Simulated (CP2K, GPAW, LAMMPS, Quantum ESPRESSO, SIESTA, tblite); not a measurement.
# GPAW runs on amorphous SiO1.7 (154 atoms), part 2 of 2

How do the settings of GPAW change the result for amorphous SiO1.7 (154 atoms)? A plane-wave run serves as the yardstick.

Program: GPAW 26.7.0; the method stands at each step. Banners, paths, timers and routine set-up lines are dropped from the logs unmarked, and long logs keep their key lines alone; longer cuts are marked.

So far. Step 3 (PBE, LCAO dzp, h 0.25 Å): Against the first run (21 %), the force difference from the reference is 55 %, at 0.54 times the CPU time (on 2 against 4 cores): the grid matters here. Step 4 (PBE, LCAO sz(dzp), h 0.18 Å): Against the first run (21 %), the force difference from the reference is 50 %, at 0.16 times the CPU time (on 1 against 4 cores), with 616 basis functions against 2002: the smaller basis costs accuracy.

### Step 5. PBE, LCAO dzp, h 0.18 Å, other mixer settings

Method: Kohn-Sham DFT, PBE, PAW, atomic orbitals (dzp).

Input file run.py:

```python
import numpy as np
from ase.io import read
from gpaw import GPAW, FermiDirac, Mixer
from ase.parallel import parprint as print

atoms = read("structure.xyz")
atoms.calc = GPAW(
    mode="lcao",
    basis="dzp",
    h=0.18,
    xc="PBE",
    kpts={"size": (1, 1, 1), "gamma": True},
    occupations=FermiDirac(0.05),
    mixer=Mixer(0.1, 5, 50),
    maxiter=200,
    symmetry={"point_group": False},
    txt="gpaw.txt",
)
energy = atoms.get_potential_energy(force_consistent=True)
forces = atoms.get_forces()
print(f"energy {energy:.6f} eV")
print("forces (eV/A)")
for i, (a, f) in enumerate(zip(atoms, forces)):
    print(f"{i:4d} {a.symbol:2s} {f[0]:10.5f} {f[1]:10.5f} {f[2]:10.5f}")
print(f"Fermi level {atoms.calc.get_fermi_level():.4f} eV")
for k in range(len(atoms.calc.get_ibz_k_points())):
    for s in range(atoms.calc.get_number_of_spins()):
        e = atoms.calc.get_eigenvalues(kpt=k, spin=s)
        n = np.searchsorted(e, atoms.calc.get_fermi_level())
        print(f"k {k} spin {s} levels about the Fermi level:", np.round(e[max(n - 6, 0):n], 4).tolist(), "|", np.round(e[n:n + 6], 4).tolist())
```

Input file structure.xyz:

```xyz
154
Lattice="13.31250 0.00000 0.00000 0.00000 13.31250 0.00000 0.00000 0.00000 13.31250" Properties=species:S:1:pos:R:3 pbc="T T T"
[... 154 atom lines left out: the same atoms as in the first run ...]
```

Command:

```
> OMP_NUM_THREADS=1 mpirun -np 4 gpaw python run.py > output.txt
```

Log:

```text
energy -1012.446583 eV
forces (eV/A)
   0 Si    2.17261   -0.60523   -1.19942
   1 Si    2.87217    1.92034   -0.45261
   2 Si    1.41304    1.60686   -3.00654
   3 Si    0.06731   -3.66268   -1.55306
   4 Si    2.51338   -4.92467    0.45201
   5 Si    2.53350    1.23695    1.48354
   6 Si    1.48327   -0.02499    1.75848
   7 Si    0.57133   -1.13991    1.60856
   8 Si    0.00746    2.45959    2.55641
   9 Si   -0.28234   -1.72288    2.44732
  10 Si    1.90644   -2.45519    0.70029
  11 Si    0.93674    1.83557    2.28467
[...]
149 O    -0.58641    0.35396    0.84800
 150 O    -0.01094   -0.67692    1.02941
 151 O    -0.60583   -0.64744    0.40186
 152 O     0.19188    0.72720   -0.59833
 153 O    -0.52688   -1.93490   -1.43846
Fermi level 4.8796 eV
k 0 spin 0 levels about the Fermi level: [4.4384, 4.6199, 4.6355, 4.686, 4.8134, 4.8445] | [4.9184, 4.956, 5.0109, 5.1075, 5.1844, 5.2175]
```

gpaw.txt:

```text
Input parameters:
  mode=LCAO(),
  basis={'default': 'dzp'},
  h=0.18,
  kpts=MonkhorstPack(size=(1, 1, 1), gamma=True),
  maxiter=200,
  mixer=Pulay(name='pulay', nmaxold=5, beta=0.1, weight=50, sigma=0.015, g_ss=None),
  occupations=Occupations(name='fermi-dirac', width=0.05, fixmagmom=False),
[... lines left out ...]
  Fermi-Dirac:
[... lines left out ...]
convergence criteria:
- Maximum [total energy] change in last 3 cyles: 0.0005 eV / valence electron
[... lines left out ...]
Converged in 30 steps
[... lines left out ...]
  Free energy:   -1012.446583
[... lines left out ...]
dipole moment: (-8.045790, -63.509491, 19.094137)  # |e|*Ang
Fermi level: 4.880
Eigenvalues  # (at kpt = [0.000, 0.000, 0.000])
| band index |      eig [eV] | occ [0-2] |
|------------|---------------|-----------|
|          0 |       -20.883 |     2.000 |
|        ... |               |           |
|        397 |         4.238 |     2.000 |
|        398 |         4.388 |     2.000 |
[...]
|        412 |         5.329 |     0.000 |
|        ... |               |           |
|        489 |         9.470 |     0.000 |
Gap: 0.074 eV
Transition (v -> c):
  (s=0, k=0, n=404, [0.00, 0.00, 0.00]) -> (s=0, k=0, n=405, [0.00, 0.00, 0.00])
No difference between direct/indirect transitions
Force computation time: 11.821  # s
```

Wall time 5 min (4 MPI ranks of Arm Neoverse V2, shared host); peak memory 4 GiB.

Compared with the plane-wave run:

* r.m.s. force component: 1.484 eV/Å
* r.m.s. difference of force components: 298.1 meV/Å
* longest difference of force vectors: 982.6 meV/Å
* force difference over r.m.s. force: 21 %
* slope of forces against the reference's: 1.025
* correlation of force components: 0.9799
* energy less the same-level run's: -0.0001 meV/atom
* r.m.s. force difference from the same-level run: 5.294 meV/Å

Against the first run (21 %), the force difference from the reference is 21 %, at 1.3 times the CPU time: another solver or mixer reaches the same state.

The forces add up to 0.53 eV/Å instead of zero, usually a sign of too coarse a grid.

### Step 6. Side by side

Differences are against the plane-wave reference, forces as r.m.s. over components; share is that over the reference's r.m.s. force, slope the least-squares factor from reference forces to these. Total energies of different programs have different zeros and aren't compared.

```
                                               run  Δ force, r.m.s. (meV/Å)  share (%)  slope  cores  CPU time  memory (GiB)
                                         reference                        -          -      -      2    87 min            10
                      GPAW PBE, LCAO dzp, h 0.18 Å                      297       21.0  1.025      4    15 min           4.1
             GPAW PBE, LCAO dzp, h 0.25 Å (coarse)                      778       54.8  1.018      2   8.2 min           1.8
         GPAW PBE, LCAO sz(dzp), h 0.18 Å (coarse)                      714       50.3  1.033      1   2.4 min           1.9
GPAW PBE, LCAO dzp, h 0.18 Å, other mixer settings                      298       21.0  1.025      4    20 min           4.0
```

Rows marked coarse were listed beforehand as settings not expected to be converged; some can still land near the reference.

CPU time is summed over cores on a shared host, where runs went side by side, so it is rough. Symmetry, cutoffs, thresholds, outputs and thread counts weren't matched or tuned between programs; memory under MPI is the largest rank's times the ranks.

Within one program, basis, potentials and functional, energies share a zero. Each run against its twin at the usual cutoff or grid and solver:

```
                                               run                twin  Δ energy (meV/atom)  Δ force, r.m.s. (meV/Å)         CPU time over the twin's
                      GPAW PBE, LCAO dzp, h 0.25 Å  LCAO dzp, h 0.18 Å                  397                      726  0.54 (this twin ran on 4 cores)
GPAW PBE, LCAO dzp, h 0.18 Å, other mixer settings  LCAO dzp, h 0.18 Å              -1.0e-4                     5.29                              1.3
```

### Step 7. Summary of results

```
nearest in forces : a tie at 21 % of 2 runs: GPAW PBE, LCAO dzp, h 0.18 Å; GPAW PBE, LCAO dzp, h 0.18 Å, other mixer settings
```

**Reading.** The PBE runs in local orbitals, coarse settings apart, differ by 21 % in each run; basis, grid and potentials can all enter. Runs with settings chosen to be coarse differ by 50 % (GPAW PBE, LCAO sz(dzp), h 0.18 Å) to 55 % (GPAW PBE, LCAO dzp, h 0.25 Å), their programs' other errors included. Of the electronic-structure runs that take under half the reference's CPU time, GPAW PBE, LCAO dzp, h 0.18 Å is among the nearest, at 21 % in 15 min against 87 min. The quench rate of 300 K/ps is many orders above laboratory rates, so the cell is likely richer in defects and strain than a real sample. The network of bonds at the start is that of the classical potential that made the cell, and needn't be the one that DFT or experiment would give. The reference's stress is far from hydrostatic: its diagonal is 1.2, 4.1, 0.2 GPa, compression counted positive. The electronic-structure runs sample only Γ, in a cell whose shortest periodic width is 13 Å, which is coarse for a cell with partly filled levels.

[Also dropped from logs without a mark: logging warnings of Python, and SIESTA's first energy breakdown and zero terms.]

[Logs are printed without paths, hosts, clocks, repeated set-up lines and the standing remarks that a program may print on its own settings, such as how far it seeks lower states.]

[Hosts, paths, dates, database ids (printed as entryN), source tags and the programs' standing remarks are cut or masked in the printed files.]
